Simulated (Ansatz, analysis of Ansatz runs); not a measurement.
# Fe on the octahedral Ga site in beta-Ga2O3: charge-transition level against experiment, part 2 of 2

Subject: Fe on the octahedral Ga site in beta-Ga2O3. Wanted: its charge-transition level, in one set-up (PBE+U, 120-site cell, PBE lattice, 420 eV, k: the single point 1/4 1/4 1/4 then 2x2x2 shifted 0.5 0.5 0.5, U 4 eV on Fe d). The model is a cell of 120 host atoms with 1 Ga taken out and 1 Fe put in. The level is the Fermi energy at which two charge states have equal formation energy, after a correction for the images of the charge. A Hubbard U on the impurity's d shell is the cheap way to lessen its self-interaction.

Ansatz 0.2.0; PBE+U, 120-site cell, PBE lattice, 420 eV, k: the single point 1/4 1/4 1/4 then 2x2x2 shifted 0.5 0.5 0.5, U 4 eV on Fe d.

So far: Starting point; Relaxation, charge 0.

**3. Relaxation, charge −1**

Level of this step: plane-wave PAW DFT, PBE+U; relaxation of all atoms of a defect supercell (Ansatz).

The input displaces the atoms at random before the relaxation, so that it can leave a symmetric saddle if there is one.

Input file relax1/input.yaml:

```yaml
relax:
  f_tol: 0.02
  max_steps: 80
  random_displacement: { amplitude: 0.05, seed: 440 }
crystal:
  lattice:
    - [12.45229053, 0.0, 0.02241701]
    - [0.0, 9.25068811, 0.0]
    - [-2.80539192, 0.0, 11.41508303]
  atoms:
    - { symbol: Ga, position: [0.089937622, 0.0, 0.397359623] }
    - { symbol: Ga, position: [0.589937622, 0.166666667, 0.397359623] }
[... 2 atom lines left out ...]
    - { symbol: Ga, position: [0.158504404, 0.166666667, 0.157060609] }
[... 1 atom line left out ...]
    - { symbol: Ga, position: [0.341495596, 0.0, 0.342939391] }
[... 3 atom lines left out ...]
    - { symbol: O, position: [0.336458603, 0.166666667, 0.445411182] }
[... 3 atom lines left out ...]
    - { symbol: O, position: [0.326307612, 0.166666667, 0.217844516] }
[... 25 atom lines left out ...]
    - { symbol: Ga, position: [0.089937622, 0.333333333, 0.397359623] }
[... 3 atom lines left out ...]
    - { symbol: Ga, position: [0.158504404, 0.5, 0.157060609] }
[... 1 atom line left out ...]
    - { symbol: Fe, position: [0.341495596, 0.333333333, 0.342939391], spin: 4.0 }
[... 3 atom lines left out ...]
    - { symbol: O, position: [0.336458603, 0.5, 0.445411182] }
[... 1 atom line left out ...]
    - { symbol: O, position: [0.173692388, 0.333333333, 0.282155484] }
[... 1 atom line left out ...]
    - { symbol: O, position: [0.326307612, 0.5, 0.217844516] }
[... 4 atom lines left out ...]
    - { symbol: O, position: [0.503987529, 0.333333333, 0.371677199] }
[... 26 atom lines left out ...]
    - { symbol: Ga, position: [0.341495596, 0.666666667, 0.342939391] }
[... 32 atom lines left out ...]
    - { symbol: O, position: [0.503987529, 0.666666667, 0.871677199] }
  host:
    repeats: [1, 3, 2]
    atoms:
      - { symbol: Ga, position: [0.089937622, 0.0, 0.794719246] }
      - { symbol: Ga, position: [0.589937622, 0.5, 0.794719246] }
      # ... 18 more atoms of the perfect host
total_charge: -1
basis:
  ecutwfc: 420
  xc_grid: 2
hamiltonian:
  xc: pbe
  hubbard: { sites: [{ species: Fe, l: d, u_eff: 4.0 }] }
kpoints:
  mp_grid: { grid: [1, 1, 1], shift: [0.25, 0.25, 0.25] }
magnetization:
  spin_polarized: true
  initial_magnetization: 4
  spin_locking: { lock_magnetization: hard }
scf:
  occupations: { method: fermi_dirac, width: 0.01 }
  max_iter: 120
output:
  forces: true
  charged_corrections:
    epsilon: [4.14, 4.26, 4.27]
    static_epsilon: [11.49, 11.65, 13.8]
    defect_position: [0.341496, 0.333333, 0.342939]
checkpoint:
  write: "../relax1.run"
  compress: false
  write_wavefunctions: true
  write_every: 100000
```

The run is started by

```
> ansatz run input.yaml --threads 8 --pin off --max-ram 14131MiB --backend cpu --events-out ev --progress --plain --runs-dir out
```

Numbers of over 12 decimals in the logs are rounded to 6 here.

Output:

```text
[...]
Crystal: 120 atoms, lattice volume = 1315.511 Å³
Basis set: ecut = 420 eV, 25761 PW (Γ), exchange–correlation on 180×128×160 points (8 copies of the dense FFT grid, shifted against one another)
Bands: 652, of which v1, the nominal top of the filled ones, is band 530 counted from 1 (529 counted from 0)
Symmetry: 1 space group operations
k-points: 1
[...]
Starting moments: Σ|m| = 4 μB on 1 of 120 sites
[...]
SCF iter   1: F=—  HF=-223189.323839 eV  |F-HF|=—  |Δ(HF+E_count)|=         —  Δρ=5.82e-2 (↑5.32e-2 ↓5.82e-2)  dr2=9.43e1  dr2_m=1.05e0  M=4.000 μB ∫|m|=4.015 μB  β_m=0.30  ethr=3.10e-3  ⟨swp⟩=6.0  Hψ=4443  notcnv=0  defer=92
[...]
F+E_penalty+E_count = -223166.28202154 eV   max|allowed force component| = 1.933e-2 eV/Å
  atoms:
    - { symbol: Ga, position: [0.090334, -0.000166, 0.397695] }
    - { symbol: Ga, position: [0.592829, 0.166497, 0.398828] }
[...]
- { symbol: Ga, position: [0.159803, 0.166759, 0.158142] }
    [... 1 atom left out ...]
    - { symbol: Ga, position: [0.341850, 0.000727, 0.343309] }
[...]
- { symbol: O, position: [0.331433, 0.153964, 0.449908] }
[...]
- { symbol: O, position: [0.324383, 0.153672, 0.214275] }
[...]
- { symbol: Fe, position: [0.343164, 0.333291, 0.344474] }
    [... 3 atoms left out ...]
    - { symbol: O, position: [0.331271, 0.512661, 0.449871] }
    [... 1 atom left out ...]
    - { symbol: O, position: [0.167198, 0.333396, 0.276857] }
    [... 1 atom left out ...]
    - { symbol: O, position: [0.324363, 0.512933, 0.214259] }
    [... 4 atoms left out ...]
    - { symbol: O, position: [0.511187, 0.333202, 0.374409] }
    [... 26 atoms left out ...]
    - { symbol: Ga, position: [0.341828, 0.665863, 0.343290] }
    [... 153 atoms left out ...]
[key lines of the parts left out:]
SCF converged after 11 iterations
Magnetization: 4.0000 μB (532.0000 up, 528.0000 down)
Free energy (F): -223166.282022 eV
Fermi energy:    9.761654 (↑ 9.589808, ↓ 9.766171) eV
```

It took 5.5 min on 8 threads of Intel Xeon 6975P-C (Granite Rapids), shared host; peak memory 9.1 GiB; 39 min of CPU time.

Step by step:

| step | energy less that of the first step (eV) | largest force component (eV/Å) |
| --- | --- | --- |
| 1 | 0.0000 | 2.1681 |
| 2 | -2.0583 | 1.1882 |
| 3 | -2.8738 | 0.2702 |
| 4 | -2.8983 | 0.1884 |
| 5 | -2.9036 | 0.0185 |
| 6 | -2.9036 | 0.0193 |

The atoms that moved most (Å, from the sites as typed, ahead of the random displacement, the mean shift of all atoms taken out):

| atom | dx | dy | dz | length |
| --- | --- | --- | --- | --- |
| O51 | -0.075 | 0.117 | 0.046 | 0.147 |
| O11 | -0.073 | -0.117 | 0.047 | 0.146 |
| O55 | -0.012 | 0.120 | -0.046 | 0.129 |
| O15 | -0.012 | -0.120 | -0.045 | 0.129 |
| O53 | -0.064 | 0.001 | -0.065 | 0.091 |
| O60 | 0.084 | -0.001 | 0.027 | 0.088 |
| O37 | 0.013 | -0.008 | 0.035 | 0.038 |
| O29 | -0.035 | -0.008 | 0.010 | 0.037 |

Neighbours of Fe47 at the end:

| atom | distance (Å) |
| --- | --- |
| O60 | 2.038 |
| O11 | 2.096 |
| O51 | 2.097 |
| O53 | 2.147 |
| O15 | 2.233 |
| O55 | 2.234 |
| Ga7 | 3.077 |
| Ga87 | 3.077 |

Numbers from this step:

```
free energy                           : -223166.2820 eV
total moment                          : 4 μB
integral of the absolute spin density : 4.064 μB
spin contamination                    : 0.006563
```

The relaxation ends 24 meV an atom lower than the displaced start, with a largest force component of 0.019 eV/Å.

**4. Single point, charge 0**

The relaxed structure is kept, and the final numbers are taken at the final level and k-points.

This step: plane-wave PAW DFT, PBE+U; single point of a defect supercell.

Input file point0/input.yaml:

```yaml
crystal:
  lattice:
    - [12.45229053, 0.0, 0.02241701]
    - [0.0, 9.25068811, 0.0]
    - [-2.80539192, 0.0, 11.41508303]
  atoms:
    - { symbol: Ga, position: [0.089818536, -0.000206079, 0.397753613] }
    - { symbol: Ga, position: [0.591545937, 0.166056384, 0.398304132] }
[... 2 atom lines left out ...]
    - { symbol: Ga, position: [0.158120975, 0.166558737, 0.157202354] }
[... 1 atom line left out ...]
    - { symbol: Ga, position: [0.341521874, -0.000721243, 0.342698103] }
[... 3 atom lines left out ...]
    - { symbol: O, position: [0.336286057, 0.164016447, 0.447287636] }
[... 3 atom lines left out ...]
    - { symbol: O, position: [0.325636604, 0.163681308, 0.217190207] }
[... 25 atom lines left out ...]
    - { symbol: Ga, position: [0.089038409, 0.333292972, 0.397248078] }
[... 3 atom lines left out ...]
    - { symbol: Ga, position: [0.158118097, 0.500042411, 0.157208259] }
[... 1 atom line left out ...]
    - { symbol: Fe, position: [0.342500788, 0.333311592, 0.345094793], spin: 5.0 }
[... 3 atom lines left out ...]
    - { symbol: O, position: [0.336280044, 0.502609438, 0.447300414] }
[... 1 atom line left out ...]
    - { symbol: O, position: [0.171185655, 0.333344368, 0.281014549] }
[... 1 atom line left out ...]
    - { symbol: O, position: [0.325631247, 0.50285502, 0.217195106] }
[... 4 atom lines left out ...]
    - { symbol: O, position: [0.50655117, 0.333273684, 0.373159126] }
[... 26 atom lines left out ...]
    - { symbol: Ga, position: [0.341522152, 0.667318571, 0.342704305] }
[... 32 atom lines left out ...]
    - { symbol: O, position: [0.503815286, 0.666630985, 0.872138654] }
  host:
    repeats: [1, 3, 2]
    atoms:
      - { symbol: Ga, position: [0.089937622, 0.0, 0.794719246] }
      - { symbol: Ga, position: [0.589937622, 0.5, 0.794719246] }
      # ... 18 more atoms of the perfect host
basis:
  ecutwfc: 420
  xc_grid: 2
hamiltonian:
  xc: pbe
  hubbard: { sites: [{ species: Fe, l: d, u_eff: 4.0 }] }
kpoints:
  mp_grid: { grid: [2, 2, 2], shift: [0.5, 0.5, 0.5] }
magnetization:
  spin_polarized: true
  initial_magnetization: 5
  spin_locking: { lock_magnetization: hard }
scf:
  occupations: { method: fermi_dirac, width: 0.01 }
  max_iter: 120
output:
  forces: true
  charged_corrections:
    epsilon: [4.14, 4.26, 4.27]
    static_epsilon: [11.49, 11.65, 13.8]
    defect_position: [0.341496, 0.333333, 0.342939]
  eigenvalues: true
checkpoint:
  read: "../relax0.run"
  write: "../point0.run"
  compress: false
  write_wavefunctions: true
  write_every: 100000
```

Output:

```text
[...]
Crystal: 120 atoms, lattice volume = 1315.511 Å³
Basis set: ecut = 420 eV, 25761 PW (Γ), exchange–correlation on 180×128×160 points (8 copies of the dense FFT grid, shifted against one another)
Bands: 652, of which v1, the nominal top of the filled ones, is band 530 counted from 1 (529 counted from 0)
Symmetry: 1 space group operations
[...]
k-points: 4 of 8 (time reversal used)
[...]
Stability of the state it starts from, as read at its close in the collinear treatment: not read negative (Ritz values of 1 − χ₀K, real part plus size of imaginary part, from 1.2 to 1.4, by its mixing steps under no symmetry); [...]
Starting moments: Σ|m| = 5 μB on 1 of 120 sites; this step starts from the density that it was given
[...]
[... 4 atoms left out ...]
  atom   7  Ga     0.00318331     0.00015374     0.00160999
  [... 3 atoms left out ...]
  atom  11  O     -0.00064593    -0.00041799     0.00165879
  [... 3 atoms left out ...]
  atom  15  O     -0.00322300     0.00227277    -0.00132765
  [... 29 atoms left out ...]
  atom  45  Ga     0.00192951     0.00010825     0.00055115
  [... 1 atom left out ...]
  atom  47  Fe     0.00388214    -0.00077714     0.00169813
  [... 3 atoms left out ...]
  atom  51  O     -0.00004267    -0.00109190     0.00130792
  [... 1 atom left out ...]
  atom  53  O     -0.00008636    -0.00239497    -0.00184149
  [... 1 atom left out ...]
  atom  55  O     -0.00192718     0.00228302    -0.00199433
  [... 4 atoms left out ...]
  atom  60  O     -0.00278269     0.00208908    -0.00059804
  [... 26 atoms left out ...]
  atom  87  Ga     0.00261132     0.00081706     0.00148050
  [... 33 atoms left out ...]
  max |Σ_I F_I| component: 1.07e-5 eV/Å
--- Band table (eV; the first three rows and the last of 8) ---
[...]
[... further k-points left out ...]
Occupation matrices written to <dir>
[key lines of the parts left out:]
SCF converged after 4 iterations
Magnetization: 5.0000 μB (532.0000 up, 527.0000 down)
Free energy (F): -223175.710327 eV
Fermi energy:    8.917701 (↑ 8.997922, ↓ 8.899253) eV
```

The job ended after 2.8 min (8 threads; peak memory 10 GiB; 20 min of CPU time).

Reading the cycles: dr2 is the Hartree energy of the density residual (eV), the measure of convergence; HF is the Harris–Foulkes estimate of the energy, which meets the free energy F at convergence.

Numbers from this step:

* free energy: -223175.7103 eV
* total moment: 5 μB
* integral of the absolute spin density: 5.055 μB
* spin contamination: 0.004559

**5. Single point, charge −1**

This step: plane-wave PAW DFT, PBE+U; single point of a defect supercell.

Input file point1/input.yaml:

```yaml
crystal:
  lattice:
    - [12.45229053, 0.0, 0.02241701]
    - [0.0, 9.25068811, 0.0]
    - [-2.80539192, 0.0, 11.41508303]
  atoms:
    - { symbol: Ga, position: [0.090333564, -0.000166187, 0.397694875] }
    - { symbol: Ga, position: [0.592828908, 0.16649709, 0.398828086] }
[... 2 atom lines left out ...]
    - { symbol: Ga, position: [0.159802685, 0.16675904, 0.158142451] }
[... 1 atom line left out ...]
    - { symbol: Ga, position: [0.341850018, 0.000727296, 0.343309084] }
[... 3 atom lines left out ...]
    - { symbol: O, position: [0.331432999, 0.153964382, 0.449908256] }
[... 3 atom lines left out ...]
    - { symbol: O, position: [0.324383109, 0.153672245, 0.21427511] }
[... 25 atom lines left out ...]
    - { symbol: Ga, position: [0.090662196, 0.333344476, 0.39594472] }
[... 3 atom lines left out ...]
    - { symbol: Ga, position: [0.159785876, 0.499892821, 0.15813197] }
[... 1 atom line left out ...]
    - { symbol: Fe, position: [0.343164092, 0.333291384, 0.344474345], spin: 4.0 }
[... 3 atom lines left out ...]
    - { symbol: O, position: [0.331270929, 0.512660647, 0.449870729] }
[... 1 atom line left out ...]
    - { symbol: O, position: [0.167197886, 0.333396312, 0.276857068] }
[... 1 atom line left out ...]
    - { symbol: O, position: [0.32436291, 0.512933046, 0.214259489] }
[... 4 atom lines left out ...]
    - { symbol: O, position: [0.511187262, 0.333202389, 0.374409324] }
[... 26 atom lines left out ...]
    - { symbol: Ga, position: [0.341828156, 0.665862908, 0.343290394] }
[... 32 atom lines left out ...]
    - { symbol: O, position: [0.504175294, 0.666809945, 0.87283175] }
  host:
    repeats: [1, 3, 2]
    atoms:
      - { symbol: Ga, position: [0.089937622, 0.0, 0.794719246] }
      - { symbol: Ga, position: [0.589937622, 0.5, 0.794719246] }
      # ... 18 more atoms of the perfect host
total_charge: -1
basis:
  ecutwfc: 420
  xc_grid: 2
hamiltonian:
  xc: pbe
  hubbard: { sites: [{ species: Fe, l: d, u_eff: 4.0 }] }
kpoints:
  mp_grid: { grid: [2, 2, 2], shift: [0.5, 0.5, 0.5] }
magnetization:
  spin_polarized: true
  initial_magnetization: 4
  spin_locking: { lock_magnetization: hard }
scf:
  occupations: { method: fermi_dirac, width: 0.01 }
  max_iter: 120
output:
  forces: true
  charged_corrections:
    epsilon: [4.14, 4.26, 4.27]
    static_epsilon: [11.49, 11.65, 13.8]
    defect_position: [0.341496, 0.333333, 0.342939]
  eigenvalues: true
checkpoint:
  read: "../relax1.run"
  write: "../point1.run"
  compress: false
  write_wavefunctions: true
  write_every: 100000
```

Output:

```text
[...]
Crystal: 120 atoms, lattice volume = 1315.511 Å³
Basis set: ecut = 420 eV, 25761 PW (Γ), exchange–correlation on 180×128×160 points (8 copies of the dense FFT grid, shifted against one another)
Bands: 652, of which v1, the nominal top of the filled ones, is band 530 counted from 1 (529 counted from 0)
Symmetry: 1 space group operations
[...]
k-points: 4 of 8 (time reversal used)
[...]
SCF iter   4: F=-223166.265072 eV  HF=-223166.265072 eV  |F-HF|=3.30e-8  |Δ(HF+E_count)|=   1.10e-7  Δρ=1.82e-6 (↑1.21e-6 ↓1.82e-6)  dr2=4.32e-8  dr2_m=7.43e-9  M=4.000 μB ∫|m|=4.064 μB  ethr=9.43e-12  ⟨swp⟩=5.1  Hψ=16423  notcnv=0
SCF 1 converged in 4 iterations: F = -223166.265072 eV  dr2 = 4.32e-8
[...]
SCF converged after 4 iterations
Magnetization: 4.0000 μB (532.0000 up, 528.0000 down)
[...]
[... 3 atoms left out ...]
  atom  11  O     -0.00477541    -0.00810434     0.00909726
  [... 3 atoms left out ...]
  atom  15  O     -0.00320994     0.00179668    -0.00101324
  [... 31 atoms left out ...]
  atom  47  Fe    -0.01812376     0.00109349    -0.00873196
  [... 3 atoms left out ...]
  atom  51  O     -0.00042865     0.00486044     0.01161177
  [... 1 atom left out ...]
  atom  53  O      0.01992227    -0.00419273    -0.00028454
  [... 1 atom left out ...]
  atom  55  O     -0.00166022     0.00032973    -0.00072150
  [... 4 atoms left out ...]
  atom  60  O     -0.00104207     0.00504448     0.00784050
  [... 26 atoms left out ...]
  atom  87  Ga    -0.00234929     0.01590599     0.00017858
  [... 33 atoms left out ...]
  max |Σ_I F_I| component: 2.14e-5 eV/Å
[...]
F Makov-Payne    = n/a  (the rows are of the electrons' constant alone; ansatz place-levels tells what screens the charge)
[...]
--- Band table (eV; the first three rows and the last of 8) ---
[...]
[... further k-points left out ...]
Occupation matrices written to <dir>
[key lines of the parts left out:]
Free energy (F): -223166.265072 eV
Fermi energy:    9.683408 (↑ 9.511425, ↓ 9.688025) eV
```

Run time: 2.9 min. Hardware: 8 threads; peak memory 10 GiB.

This step gave:

```yaml
free_energy: -223166.2651 eV
total_moment: 4 μB
integral_of_the_absolute_spin_density: 4.064 μB
spin_contamination: 0.006557
```

**6. Charge-transition levels**

A charged cell feels its images and has its own zero of potential; this step corrects both and places the level between the host's band edges.

This step: place-levels on PBE+U runs: charge-transition levels with image-charge correction and potential alignment at the atomic sites.

Input file levels.yaml:

```yaml
host:
  run: host.point.run
states: [point0.run, point1.run]
geometry_from:
  point0.run: relax0.run
  point1.run: relax1.run
  host.point.run: host.relax.run
```

The run is started by

```
> ansatz place-levels levels.yaml -- --threads 8 --pin off --max-ram 14131MiB
```

Output:

```text
(0/-1) 1.999 eV above the valence edge, 0.010 eV under the conduction edge
  edges by pbe, gap 2.010 eV; the host is sampled to repeats of 29.92 Å
  the defect's cells are sampled to repeats of 29.92 Å, like sampling
  charge 0: +0.000 eV for its dipole among its images, +0.000 omitted
  charge -1: -223166.1476 eV with its correction of +0.117 eV, at epsilon [11.49, 11.65, 13.8], aligned at sites: +0.0319 eV, mean over 88 atomic sites at or beyond 4.63 Å from the defect at [0.3415, 0.3333, 0.3429], with +0.006961 for the charge's moments [...]
  of states[0] (point0.run): stability_check_not_made
  of states[1] (point1.run): how wide its charge is, is not read beside other atoms or cores, and a band state would take no correction. [...]
```

Wall time 0.24 s (8 threads).

Numbers from this step:

- gap: 2.010 eV

**7. Outcome**

```yaml
static_dielectric_constant_used: 12.3
band_gap_of_the_host: 2.01 eV
0_minus_1_level_below_the_conduction_band_bottom: 0.01 eV
time_of_the_whole_chain: 25 min on 8 threads
```

(0/-1) level below the conduction-band bottom: computed 0.01 eV, measured 0.78 eV and 0.83 eV; 0.77 eV shallower than the nearest measurement. The computed level lies at or beyond a band edge, so this set-up gives no level clear of the bands. The level is counted in a gap of 2.01 eV, and the correction is screened by a dielectric constant of 12.3 from a linear-response run on the host (PBE). Levels hang on the band edges, which semilocal functionals place too close together.

[Logs are printed without paths, hosts, clocks, repeated set-up lines and the standing remarks that a program may print on its own settings, such as how far it seeks lower states.]

[Hosts, paths, dates, database ids (printed as entryN), source tags and the programs' standing remarks are cut or masked in the printed files.]

[For some hosts the program warned that the k-mesh of the response run may be too coarse for force constants and the static dielectric constant; such warnings are not shown here.]
